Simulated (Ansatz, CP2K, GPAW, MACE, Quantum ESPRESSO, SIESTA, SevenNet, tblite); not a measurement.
## (5,5) carbon nanotube bundle (80 atoms): runs against a plane-wave reference

The cell holds 80 atoms: 80 C. Cell: a = 10.081 Å, b = 10.081 Å, c = 9.840 Å, α = 90.0°, β = 90.0°, γ = 120.0°. It derives from C (graphene). Graphene sheet (a = 2.46 Å) rolled into a (5,5) tube of diameter 6.78 Å, 4 periods, hexagonal bundle with 3.3 Å between walls; not relaxed, displaced by a Gaussian of 0.02 Å. Then every atom was moved at random, 0.05 Å r.m.s. a Cartesian component.

Geometry: as built.

The reference, a calculation:

```
method                 : Kohn-Sham DFT, PBE, PAW, plane waves (Ansatz 0.2.0); cutoff 420 eV, Γ point, fermi-dirac smearing of 0.05 eV; PAW set soft_2
r.m.s. force component : 3.574 eV/Å
longest force          : 12.31 eV/Å
pressure               : 9.874 GPa
SCF cycles             : 9
time                   : 9.4 s on 4 threads of Arm Neoverse V1, shared host
CPU time               : 35 s
```

Runs, in no order:
A. QE PBE, gbrv-1.5, 40/200 Ry: Kohn-Sham DFT, PBE, GBRV 1.5 ultrasoft pseudopotentials, plane waves
B. SevenNet l3i5 potential: machine-learned interatomic potential SevenNet l3i5, trained on PBE(+U) plane-wave data
C. QE PBE, sssp-1.3.0-efficiency, 45/360 Ry: Kohn-Sham DFT, PBE, SSSP efficiency 1.3.0 pseudopotentials, plane waves
D. CP2K PBE, DZVP-UZH, 450/30 Ry, diagonalisation: Kohn-Sham DFT, PBE, GTH-PBE pseudopotentials, Gaussian and plane waves, DZVP-MOLOPT (UZH set), diagonalisation
E. tblite GFN1-xTB: GFN1-xTB tight binding, diagonalisation

**Question.** Rank the runs by how far their forces lie from the reference's, least first.

C, A, D, E, B.

```tsv
run	Δ force, r.m.s. (meV/Å)	share of r.m.s. force (%)	CPU time
C. QE PBE, sssp-1.3.0-efficiency, 45/360 Ry	10.5	0.294	4.9 min
A. QE PBE, gbrv-1.5, 40/200 Ry	30.4	0.850	2.6 min
D. CP2K PBE, DZVP-UZH, 450/30 Ry, diagonalisation	63.1	1.76	6 min
E. tblite GFN1-xTB	208	5.81	1.8 s
B. SevenNet l3i5 potential	451	12.6	12 s
```

Periodic xTB results under one method name differ between programs and library versions. Machine-learned potentials mimic data converged in k, so the reference's own k-point error enters their differences. The electronic-structure runs sample only Γ, in a cell whose shortest periodic width is 9 Å.

[Logs are printed without paths, hosts, clocks, repeated set-up lines and the standing remarks that a program may print on its own settings, such as how far it seeks lower states.]

[Hosts, paths, dates, database ids (printed as entryN), source tags and the programs' standing remarks are cut or masked in the printed files.]
